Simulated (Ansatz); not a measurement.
# A low-energy model for SrNbO3 (Pm-3m): bands, U and J, part 2 of 2

Aim: U, U′ and J for the Nb t2g shell of SrNbO3 (Pm-3m).

Ansatz 0.2.0; non-magnetic LDA, then constrained RPA, plane waves, PAW.

So far. Step 3 (Constrained RPA: Nb t2g, bands v1 to c2, 6×6×6 mesh …): On the Nb t2g shell, screening brings the on-site interaction from 10.6 eV down to U = 2.93 eV.

## (4) Constrained RPA: Nb t2g + anion p, bands v10 to c2, 6×6×6 mesh, medium accuracy

Level of this step: constrained RPA on LDA, plane waves, PAW (Ansatz).

input.yaml reads:

```yaml
crystal:
  lattice:
    - [0.0, -3.997, 0.0]
    - [0.0, 0.0, 3.997]
    - [-3.997, 0.0, 0.0]
  atoms:
    - { symbol: Sr, position: [0.0, 0.0, 0.0] }
    - { symbol: Nb, position: [0.5, 0.5, 0.5] }
    - { symbol: O, position: [0.5, 0.5, 0.0] }
    - { symbol: O, position: [0.5, 0.0, 0.5] }
    - { symbol: O, position: [0.0, 0.5, 0.5] }
kpoints:
  mp_grid: { grid: [6, 6, 6] }
hamiltonian:
  xc: lda
scf:
  occupations: { method: gaussian, width: 0.08 }
  n_extra_bands: 19
  max_iter: 150
  lower_state_search: "off"
output:
  crpa:
    kmesh: [6, 6, 6]
    target_bands: [v10, c2]
    projections:
      - { species: Nb, l: d, shell: 4, orbitals: [dxz, dyz, dxy] }
      - { species: O, l: p, shell: 2 }
  local_orbitals:
    kmesh: [6, 6, 6]
    orbitals:
      - { species: Nb, l: d, shell: 4, orbitals: [dxz, dyz, dxy] }
      - { species: O, l: p, shell: 2 }
    window: { bands: [v10, c2] }
    seedname: lo
```

On the command line:

```
> ansatz run input.yaml --threads 8 --pin off --max-ram 18432MiB --backend cpu --events-out ev --progress --plain --runs-dir out
```

Numbers of over 12 decimals in the logs are rounded to 6 here.

Output:

```text
[...]
Crystal: 5 atoms, lattice volume = 63.856 Å³
Basis set: ecut = 420 eV, 1237 PW (Γ)
Bands: 40, of which v1, the nominal top of the filled ones, is band 21 counted from 1 (20 counted from 0)
Symmetry: 48 space group operations
[...]
k-points: 20 of 216
[...]
SCF iter   1: F=—  HF=-9560.085316 eV  |F-HF|=—  |Δ(HF+E_count)|=         —  Δρ=1.69e-2  dr2=1.61e-1  ethr=1.77e-3  ⟨swp⟩=7.7  Hψ=4271  notcnv=0  defer=135
[...]
SCF iter   7: F=-9560.043500 eV  HF=-9560.043500 eV  |F-HF|=9.20e-10  |Δ(HF+E_count)|=   2.72e-7  Δρ=4.49e-6  dr2=8.84e-9  ethr=2.44e-10  ⟨swp⟩=11.1  Hψ=4136  notcnv=0
SCF 1 converged in 7 iterations: F = -9560.043500 eV  dr2 = 8.84e-9
[...]
cRPA screening: q 1/216
cRPA screening: q 2/216
cRPA screening: q 8/216 (q-point 3)
cRPA screening: q 14/216 (q-point 4)
cRPA screening: q 17/216 (q-point 8)
cRPA screening: q 23/216 (q-point 9)
cRPA screening: q 35/216 (q-point 10)
cRPA screening: q 47/216 (q-point 11)
cRPA screening: q 59/216 (q-point 12)
cRPA screening: q 65/216 (q-point 15)
[...]
cRPA screening: q 198/216 (q-point 89)
cRPA screening: q 204/216 (q-point 94)
cRPA screening: q 210/216 (q-point 95)
cRPA screening: q 216/216 (q-point 130)
SCF converged after 7 iterations
Free energy (F): -9560.043500 eV
[...]
Internal energy: -9560.037757 eV  (E = F + TS)
E sigma→0 (E₀):  -9560.040629 eV
Entropy (-TS):   -0.005743 eV (-1.149 meV/atom)
Fermi energy:    13.581215 eV
[...]
--- Band table (eV; the first three rows and the last of 20) ---
  k-point 0: bands = [... 17 lower, 9.5667, 9.5667, 9.5667, 12.3787, 12.3787, 12.3787, 15.2095, 15.2095, ... 15 higher]
  k-point 1: bands = [... 17 lower, 8.7292, 9.4712, 9.4712, 12.4511, 13.1143, 13.1143, 15.6037, 15.6532, ... 15 higher]
  k-point 2: bands = [... 17 lower, 8.2282, 9.3835, 9.3835, 12.6081, 14.4578, 14.4578, 16.4744, 16.5453, ... 15 higher]
  k-point 19: bands = [... 17 lower, 9.9580, 9.9580, 9.9580, 16.4915, 16.4915, 16.4915, 16.6062, 16.6062, ... 15 higher]
[...]
χ-basis size per q: N_G = 208..251
[...]
Each shell's averages of U are screened by what lies outside the whole window alone: parameters of one model of all the shells.
    Site 1, 4D, 3 of 5 d orbitals (Wannier functions 1, 2, 3; wannier90's mr 2, 3, 5):
      screened: U = 4.7662 eV, U' = 4.0078 eV, J = 0.4026 eV
      screened, to within: U = 7.4e-3 eV, U' = 7.4e-3 eV, J = 6.8e-4 eV
      bare: V = 12.7327 eV, V' = 11.7292 eV, J = 0.5403 eV
    Site 2, 2P, 3 of 3 p orbitals (Wannier functions 4, 5, 6; wannier90's mr 1, 2, 3):
      screened: U = 6.3263 eV, U' = 4.9764 eV, J = 0.6314 eV
      screened, to within: U = 1.2e-2 eV, U' = 1.2e-2 eV, J = 9.2e-4 eV
      bare: V = 17.9597 eV, V' = 16.1893 eV, J = 0.8244 eV
    Site 3, 2P, 3 of 3 p orbitals (Wannier functions 7, 8, 9; wannier90's mr 1, 2, 3):
      screened: U = 6.3263 eV, U' = 4.9764 eV, J = 0.6314 eV
      screened, to within: U = 1.2e-2 eV, U' = 1.2e-2 eV, J = 9.2e-4 eV
      bare: V = 17.9597 eV, V' = 16.1893 eV, J = 0.8244 eV
    Site 4, 2P, 3 of 3 p orbitals (Wannier functions 10, 11, 12; wannier90's mr 1, 2, 3):
      screened: U = 6.3263 eV, U' = 4.9764 eV, J = 0.6314 eV
      screened, to within: U = 1.2e-2 eV, U' = 1.2e-2 eV, J = 9.2e-4 eV
      bare: V = 17.9597 eV, V' = 16.1893 eV, J = 0.8244 eV
[...]
```

Elapsed: 6.2 min, on 8 threads of Arm Neoverse V2, shared host; peak memory 1 GiB; 46 min of CPU time.

Numbers from this step:

```
U                                                 : 4.766 eV
U prime (inter-orbital)                           : 4.008 eV
J                                                 : 0.4026 eV
bare V                                            : 12.73 eV
bare J                                            : 0.5403 eV
stated bound on U                                 : 0.007357 eV
U over bare V                                     : 0.3743
electrons in the window                           : 19.00
head of the constrained inverse dielectric matrix : 0.2867
least eigenvalue of the projection's overlap      : 0.6116
target functions                                  : 12
bands in the sums                                 : 46
r.m.s. miss of the model bands                    : 0.01022 eV
width of the target bands                         : 11.23 eV
weight of the projected orbitals in the window    : 0.9339
```

On the Nb t2g shell, screening brings the on-site interaction from 12.7 eV down to U = 4.77 eV.

Kanamori averages over each shell's functions. Crpa shells, by row:

```csv
site,element,shell,orbitals,U (eV),U' (eV),J (eV),bare V (eV),bare V' (eV),bare J (eV),bound on U (eV)
2,Nb,4D,3,4.766,4.008,0.4026,12.73,11.73,0.5403,0.007357
3,O,2P,3,6.326,4.976,0.6314,17.96,16.19,0.8244,0.01197
4,O,2P,3,6.326,4.976,0.6314,17.96,16.19,0.8244,0.01197
5,O,2P,3,6.326,4.976,0.6314,17.96,16.19,0.8244,0.01197
```

Projected local orbitals of the target window. The electronic bands at the labelled points (eV, zero at the Fermi level; # counts the bands kept):

```csv
point,#6,#7,#8,#9,#10,#11,#12
Γ,-4.78,-4.01,-4.01,-4.01,-1.20,-1.20,-1.20
halfway,-5.39,-5.18,-4.16,-4.16,-1.05,0.21,0.21
X,-5.86,-5.52,-4.23,-4.23,-0.89,1.58,1.58
halfway,-5.44,-5.12,-4.55,-4.24,0.40,1.60,1.83
M,-5.15,-5.15,-4.68,-3.70,1.63,1.63,2.48
halfway,-5.34,-5.02,-4.44,-4.36,0.21,0.38,0.78
Γ,-4.78,-4.01,-4.01,-4.01,-1.20,-1.20,-1.20
halfway,-6.13,-4.56,-4.56,-4.23,0.93,0.93,0.99
R,-7.49,-3.62,-3.62,-3.62,2.91,2.91,2.91
halfway,-6.22,-4.57,-4.39,-4.13,1.12,1.89,2.01
X,-5.86,-5.52,-4.23,-4.23,-0.89,1.58,1.58
jump to R,-7.49,-3.62,-3.62,-3.62,2.91,2.91,2.91
halfway,-6.50,-4.27,-4.27,-3.66,2.03,2.03,2.71
M,-5.15,-5.15,-4.68,-3.70,1.63,1.63,2.48
```

The same for Kohn-Sham, solved directly:

```csv
point,#6,#7,#8,#9,#10,#11,#12
Γ,-4.78,-4.01,-4.01,-4.01,-1.20,-1.20,-1.20
X,-5.86,-5.52,-4.23,-4.23,-0.89,1.58,1.58
M,-5.15,-5.15,-4.68,-3.70,1.63,1.63,2.48
Γ,-4.78,-4.01,-4.01,-4.01,-1.20,-1.20,-1.20
R,-7.49,-3.62,-3.62,-3.62,2.91,2.91,2.91
X,-5.86,-5.52,-4.23,-4.23,-0.89,1.58,1.58
R,-7.49,-3.62,-3.62,-3.62,2.91,2.91,2.91
M,-5.15,-5.15,-4.68,-3.70,1.63,1.63,2.48
```

Onsite levels, by row:

```csv
orbital,level less Fermi level (eV)
Nb2 dxz,-0.8076
Nb2 dyz,-0.8076
Nb2 dxy,-0.8076
O3 pz,-4.743
O3 px,-6.48
O3 py,-4.743
O4 pz,-6.48
O4 px,-4.743
O4 py,-4.743
O5 pz,-4.743
O5 px,-4.743
O5 py,-6.48
```

Largest distinct elements between sites. Hoppings, by row:

```csv
from,to,cell,distance (Å),t (eV)
Nb2 dxy,O5 px,0 0 0,1.998,-1.703
O5 py,O5 py,1 0 0,3.997,0.8627
O5 px,O5 px,1 0 0,3.997,-0.3099
O4 pz,O5 pz,1 -1 0,2.826,0.1576
O5 pz,O4 py,0 1 0,2.826,-0.1283
O4 py,O3 py,0 -1 0,2.826,-0.0685
O3 pz,O3 pz,-1 -1 0,5.653,0.059
O4 pz,O3 px,0 -1 1,2.826,-0.0539
O3 py,Nb2 dxy,0 0 -2,5.996,-0.0502
O3 pz,O3 pz,0 1 0,3.997,0.0477
O5 px,O5 pz,0 -1 -1,5.653,-0.0464
Nb2 dyz,Nb2 dyz,-1 0 0,3.997,-0.0422
```

## (5) The windows together

Times are wall times on 8 threads of Arm Neoverse V2, shared host, good to a factor of about two.

```csv
target,bands,functions,width (eV),bare V (eV),U (eV),U′ (eV),J (eV),U/V,time
Nb t2g,v1–c2,3,4.11,10.61,2.93,2.39,0.27,0.28,61 s
Nb t2g + anion p,v10–c2,12,11.23,12.73,4.77,4.01,0.40,0.37,6.2 min
```

## (6) Beside a published calculation

Published values for Nb t2g (constrained RPA on LDA, LAPW basis, projected t2g orbitals; Vaugier, Jiang, Biermann, Phys. Rev. B 86, 165105 (2012), Table III, arXiv:1206.3533):

```csv
quantity,here (eV),published (eV),difference (%)
U,2.93,3,−2
J,0.27,0.29,−7
bare V,10.61,10.7,−1
```

## (7) Outcome

```json
{
 "Nb t2g": "U 2.93 eV, U′ 2.39 eV, J 0.27 eV, bare V 10.6 eV",
 "Nb t2g + anion p": "U 4.77 eV, U′ 4.01 eV, J 0.40 eV, bare V 12.7 eV",
 "method": "constrained RPA on non-magnetic LDA, 6×6×6 mesh, static; search for lower states off"
}
```

What this shows: For Nb t2g, screening cuts the on-site interaction from 10.61 eV to 2.93 eV (28 %), while J goes only from 0.37 eV to 0.27 eV: the monopole is screened far more than the multipoles. U − 2J differs from U′ by −0.005 eV, so the Kanamori relation holds well. U is 0.71 times the width of the target bands. With the window Nb t2g + anion p U becomes 4.77 eV and the bare V 12.73 eV, so U/V goes from 0.28 to 0.37. The published U of 3 eV, itself a calculation in another basis and with its own orbitals, lies +0.07 eV from this one. The parent state is non-magnetic and the interaction static (zero frequency); U depends on the window and the orbitals, so it belongs to this model alone. The bands cross the Fermi level under this constraint, which need not be the crystal's state: magnetic order, correlation or a lattice distortion may open a gap. A window that holds the anion p bands defines a model with explicit ligands; its U belongs to that model and is not the U of DFT+U.

[Paths, hosts, dates, memory and timing lines, banners, echoed tables and standing remarks are left out of the program output.]

[Logs are printed without paths, hosts, clocks, repeated set-up lines and the standing remarks that a program may print on its own settings, such as how far it seeks lower states.]

[Runs of the session that timed out or met a known fault of the program may be left out.]

[Hosts, paths, dates, database ids (printed as entryN), source tags and the programs' standing remarks are cut or masked in the printed files.]
